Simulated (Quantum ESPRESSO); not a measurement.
# Wannier-interpolated electron–phonon scattering in Mo (Im-3m)

How strongly do phonons scatter the electrons of Mo (Im-3m), and how dense must the meshes be?

Main program and level: Quantum ESPRESSO 7.5; DFT LDA, scalar-relativistic, plane waves, PseudoDojo 0.4.1 norm-conserving pseudopotentials.

The experiments to compare with:

“CRC Handbook of Chemistry and Physics, 84th edition, Electrical Resistivity of Pure Metals” (2003, CRC Press, section 12, read from Wikipedia's data page) quotes from earlier work for Mo (bulk crystal): resistivity at 300 K 5.52 μΩ cm; resistivity at 500 K 10.6 μΩ cm.

For Mo (from earlier experiments), “Localization of electronic states resulting from electronic topological transitions in the Mo1-xRex alloys: A photoemission study” (2020, arxiv:2005.12835) quotes earlier work: superconducting transition temperature (superconducting transition temperature, x = 0) 0.9 K.

**1. Starting point**

It takes space group Im-3m (No. 229, cubic). The conventional cell has a = 3.147 Å, b = 3.147 Å, c = 3.147 Å, α = 90.00°, β = 90.00°, γ = 90.00°. Nearest to Mo lie 8 Mo at 2.73 Å.

**2. Relaxation**

The cell is relaxed under the functional used for all that follows.

relax.in

```
 &control
    calculation='vc-relax',
    prefix='x',
    outdir='./tmp',
    pseudo_dir='./pseudo',
    tprnfor=.true.,
    tstress=.true.,
    etot_conv_thr=1.0d-05,
    forc_conv_thr=4.0d-04,
 /
 &system
    ibrav=0,
    nat=1,
    ntyp=1,
    ecutwfc=80.0,
    occupations='smearing',
    smearing='mv',
    degauss=0.02,
 /
 &electrons
    conv_thr=1.0d-11,
 /
 &ions
 /
 &cell
    press_conv_thr=0.4,
 /
ATOMIC_SPECIES
 Mo     95.9500  Mo.upf
CELL_PARAMETERS angstrom
    -1.573415000    1.573415000    1.573415000
     1.573415000   -1.573415000    1.573415000
     1.573415000    1.573415000   -1.573415000
ATOMIC_POSITIONS crystal
 Mo     0.000000000   0.000000000   0.000000000
K_POINTS automatic
 12 12 12 0 0 0
```

Started as:

```sh
$ OMP_NUM_THREADS=1 mpirun -n 8 pw.x -nk 8 -in relax.in > relax.out
```

What it wrote:

```text
Program PWSCF v.7.5

     This program is part of the open-source Quantum ESPRESSO suite
     for quantum simulation of materials; please cite
         "P. Giannozzi et al., J. Phys.:Condens. Matter 21 395502 (2009);
         "P. Giannozzi et al., J. Phys.:Condens. Matter 29 465901 (2017);
         "P. Giannozzi et al., J. Chem. Phys. 152 154105 (2020);
     in publications or presentations arising from this work. More details at

     Message from routine setup:
     using ibrav=0 with symmetry is DISCOURAGED, use correct ibrav instead

     G-vector sticks info
     --------------------
     sticks:   dense  smooth     PW     G-vecs:    dense   smooth      PW
     Sum         631     631    229                10149    10149    2171

     Using Slab Decomposition

     bravais-lattice index     =            0
     lattice parameter (alat)  =       5.1499  a.u.
     unit-cell volume          =     105.1445 (a.u.)^3
     number of atoms/cell      =            1
     number of atomic types    =            1
     number of electrons       =        14.00
     number of Kohn-Sham states=           11
     kinetic-energy cutoff     =      80.0000  Ry
     charge density cutoff     =     320.0000  Ry
     scf convergence threshold =      1.0E-11
     mixing beta               =       0.7000
     number of iterations used =            8  plain     mixing
     energy convergence thresh.=      1.0E-05
     force convergence thresh. =      4.0E-04
     press convergence thresh. =      4.0E-01
     Exchange-correlation= SLA  PW   NOGX NOGC
                           (   1   4   0   0   0   0   0)
     nstep                     =           50

     celldm(1)=   5.149947  celldm(2)=   0.000000  celldm(3)=   0.000000
     celldm(4)=   0.000000  celldm(5)=   0.000000  celldm(6)=   0.000000

     crystal axes: (cart. coord. in units of alat)
               a(1) = (  -0.577350   0.577350   0.577350 )
               a(2) = (   0.577350  -0.577350   0.577350 )
               a(3) = (   0.577350   0.577350  -0.577350 )
[...]
number of Kohn-Sham states=           11
     number of k points=    72  Marzari-Vanderbilt smearing, width (Ry)=  0.0200
     estimated scf accuracy    <       0.12212195 Ry
     estimated scf accuracy    <       0.01111812 Ry
     estimated scf accuracy    <       0.00016817 Ry
     estimated scf accuracy    <       0.00000362 Ry
     estimated scf accuracy    <       0.00000047 Ry
     estimated scf accuracy    <          2.2E-10 Ry
     estimated scf accuracy    <          2.5E-10 Ry
     estimated scf accuracy    <       0.00000483 Ry
     estimated scf accuracy    <       0.00000087 Ry
     estimated scf accuracy    <          4.3E-10 Ry
     estimated scf accuracy    <          6.4E-10 Ry
     estimated scf accuracy    <          6.2E-13 Ry
     the Fermi energy is    21.8596 ev
!    total energy              =    -140.74070033 Ry
     estimated scf accuracy    <          9.0E-14 Ry
     convergence has been achieved in   9 iterations
          total   stress  (Ry/bohr**3)                   (kbar)     P=       -0.27
   JOB DONE.
```

Run time: 16 s. Hardware: 8 MPI ranks of Arm Neoverse N1, shared host.

This step gave:

```yaml
free_energy: -1914.8748 eV
pressure: -0.02700 GPa
volume_per_atom: 15.09 Å³/atom
```

The volume ends at 15.09 Å³ an atom, -3.2 % from the start.

**3. Ground state**

Linear response needs a tightly converged ground state.

scf.in

```
 &control
    calculation='scf',
    prefix='x',
    outdir='./tmp',
    pseudo_dir='./pseudo',
    tprnfor=.true.,
    tstress=.true.,
 /
 &system
    ibrav=0,
    nat=1,
    ntyp=1,
    ecutwfc=80.0,
    occupations='smearing',
    smearing='mv',
    degauss=0.02,
 /
 &electrons
    conv_thr=1.0d-12,
 /
ATOMIC_SPECIES
 Mo     95.9500  Mo.upf
CELL_PARAMETERS angstrom
    -1.556665700    1.556665700    1.556665700
     1.556665700   -1.556665700    1.556665700
     1.556665700    1.556665700   -1.556665700
ATOMIC_POSITIONS crystal
 Mo     0.000000000   0.000000000   0.000000000
K_POINTS automatic
 12 12 12 0 0 0
```

Started as:

```sh
$ OMP_NUM_THREADS=1 mpirun -n 8 pw.x -nk 8 -in scf.in > scf.out
```

What it wrote:

```text
[banner, memory and clock lines left out]
[...]
number of Kohn-Sham states=           11
     number of k points=    72  Marzari-Vanderbilt smearing, width (Ry)=  0.0200
     estimated scf accuracy    <       0.11431289 Ry
     estimated scf accuracy    <       0.00937747 Ry
     estimated scf accuracy    <       0.00016291 Ry
     estimated scf accuracy    <       0.00000281 Ry
     estimated scf accuracy    <       0.00000050 Ry
     estimated scf accuracy    <          2.4E-10 Ry
     estimated scf accuracy    <          1.7E-10 Ry
     the Fermi energy is    21.8596 ev
!    total energy              =    -140.74070033 Ry
     estimated scf accuracy    <          5.5E-13 Ry
     convergence has been achieved in   8 iterations
          total   stress  (Ry/bohr**3)                   (kbar)     P=       -0.28
```

Run time: 4.3 s. Hardware: 8 MPI ranks; 30 s of CPU time.

This step gave:

```yaml
fermi_energy: 21.86 eV
pressure: -0.02800 GPa
```

The Fermi level lies at 21.86 eV and the pressure is -0.028 GPa.

(Part 1 of 5 ends here.)

[The logs of pw.x and epw.x are selected lines.]

[Logs are printed without paths, hosts, clocks, repeated set-up lines and the standing remarks that a program may print on its own settings, such as how far it seeks lower states.]

[Hosts, paths, dates, database ids (printed as entryN), source tags and the programs' standing remarks are cut or masked in the printed files.]
